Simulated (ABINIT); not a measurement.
An input for ABINIT 10.8.3 (CdTe (F-43m)):

```
acell 3*1.0 Angstrom
rprim 
  0.000000000000 3.240000000000 3.240000000000
  3.240000000000 0.000000000000 3.240000000000
  3.240000000000 3.240000000000 0.000000000000
ntypat 2
znucl 48 52
natom 2
typat 1 2
xred 
  0.000000000000 0.000000000000 0.000000000000
  0.250000000000 0.250000000000 0.250000000000
pp_dirpath "pseudos"
pseudos "Cd.upf, Te.upf"
ecut 47
ngkpt 10 10 10
nshiftk 1
shiftk 0 0 0
kptopt 1
chksymbreak 0
iscf -2
irdden 1
istwfk *1
nband 34
nbdbuf 4
tolwfr 1e-09
nstep 60
prtvol 0
indata_prefix "in"
outdata_prefix "out"
tmpdata_prefix "tmp"
```

```sh
OMP_NUM_THREADS=1 mpirun -n 4 abinit run.abi > log
```

Q: How long will it take on 4 MPI ranks of Arm Neoverse V1, shared host, and how much memory?

It took 62 s; on shared hardware allow 31 s to 2.1 min. Peak host memory was 0.46 GiB.

[Paths, hosts, dates, memory and timing lines, banners, echoed tables and standing remarks are left out of the program output.]

[Logs are printed without paths, hosts, clocks, repeated set-up lines and the standing remarks that a program may print on its own settings, such as how far it seeks lower states.]

[Runs of the session that timed out or met a known fault of the program may be left out.]

[Hosts, paths, dates, database ids (printed as entryN), source tags and the programs' standing remarks are cut or masked in the printed files.]

[G0W0 gaps are taken among the corrected bands and points alone; a level outside them can change the order at an edge.]

[Where Ansatz stands beside ABINIT at settings called matched, ABINIT's density can come from a denser mesh and the files from another edition; pairs whose starting gaps differed by over 0.03 eV were left out, so agreement reads better than it is.]
